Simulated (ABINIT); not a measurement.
# Calculated records

```json
{"subject": "CsCu2I3 (Cmcm): a self-consistent loop beyond G0W0, cycle by cycle", "lattice_ang": [[5.2739, -6.5862, 0.0], [5.2739, 6.5862, 0.0], [0.0, 0.0, 6.0972]], "atoms": [["Cs", 0.3278, 0.6722, 0.25], ["Cs", 0.6722, 0.3278, 0.75], ["Cu", 0.851, 0.851, 0.0], ["Cu", 0.149, 0.149, 0.5], ["Cu", 0.149, 0.149, 0.0], ["Cu", 0.851, 0.851, 0.5], ["I", 0.8796, 0.1204, 0.25], ["I", 0.1204, 0.8796, 0.75], ["I", 0.836, 0.598, 0.25], ["I", 0.164, 0.402, 0.75], ["I", 0.598, 0.836, 0.75], ["I", 0.402, 0.164, 0.25]], "method": "RPA screening on LDA from quasiparticle energies, plane waves, norm-conserving pseudopotentials (and 5 further levels or steps)", "program": "ABINIT 10.8.3", "settings": "cutoff 38 Ha, PseudoDojo scalar-relativistic 0.4.1 standard, norm-conserving, ngkpt (1, 1, 2), nband 348, ecuteps 3.9 Ha, gwcalctyp 10, inclvkb 2, shiftk (0, 0, 0), symchi 1, awtr 1, frequency ppm, cycle 2, q points all but q = 0, 1×1×2 k-mesh", "cost": "12 runs, 57 min in all on 32 MPI ranks of AMD EPYC 7R43, shared host", "notes": "The database entry behind the starting cell differs from other determinations. In doubt: a PseudoDojo file used here is known to give poor structures and forces, which bears on pressures, cells, forces and phonons. The program’s warnings: nproc spkpt=  >= nkpt= * nsppol=. The cell and positions come from the Crystallography Open Database and are kept as given unless a step says otherwise. Limits: d shell near the gap, gap tends to lie low; no spin-orbit coupling. The first cycle of evGW0 takes the full correction, without the factor Z, so it overshoots the one-shot value. The 1×1×2 mesh is coarse for this cell, which bears on the long-range parts of exchange and screening.", "results": {"g0w0": "2.926 eV", "evgw0_cycle_1": "3.242 eV", "evgw0_cycle_2": "3.151 eV", "evgw0_cycle_3": "3.142 eV", "evgw_cycle_1": "3.527 eV", "evgw_cycle_2": "3.598 eV", "known_limits": "short of the basis limit; d shell near the gap, gap tends to lie low; no spin-orbit coupling; coarse k mesh"}}
```

[Long decimals in the printed logs are rounded to 6 places.]

[Logs are printed without paths, hosts, clocks, repeated set-up lines and the standing remarks that a program may print on its own settings, such as how far it seeks lower states.]

[Paths, hosts, dates, memory and timing lines, banners, echoed tables and standing remarks are left out of the program output; an Ansatz launch command may be rebuilt from the run's recorded settings. Measured values are a selection of at most five: reports struck by readers or far from the other reports are left out. None is set beside runs whose start may be inverted or whose files or cutoffs have a known fault.]

[Runs of the session that timed out or met a known fault of the program may be left out.]

[Hosts, paths, dates, database ids (printed as entryN), source tags and the programs' standing remarks are cut or masked in the printed files.]

[G0W0 gaps are taken among the corrected bands and points alone; a level outside them can change the order at an edge.]

[Where Ansatz stands beside ABINIT at settings called matched, ABINIT's density can come from a denser mesh and the files from another edition; pairs whose starting gaps differed by over 0.03 eV were left out, so agreement reads better than it is.]
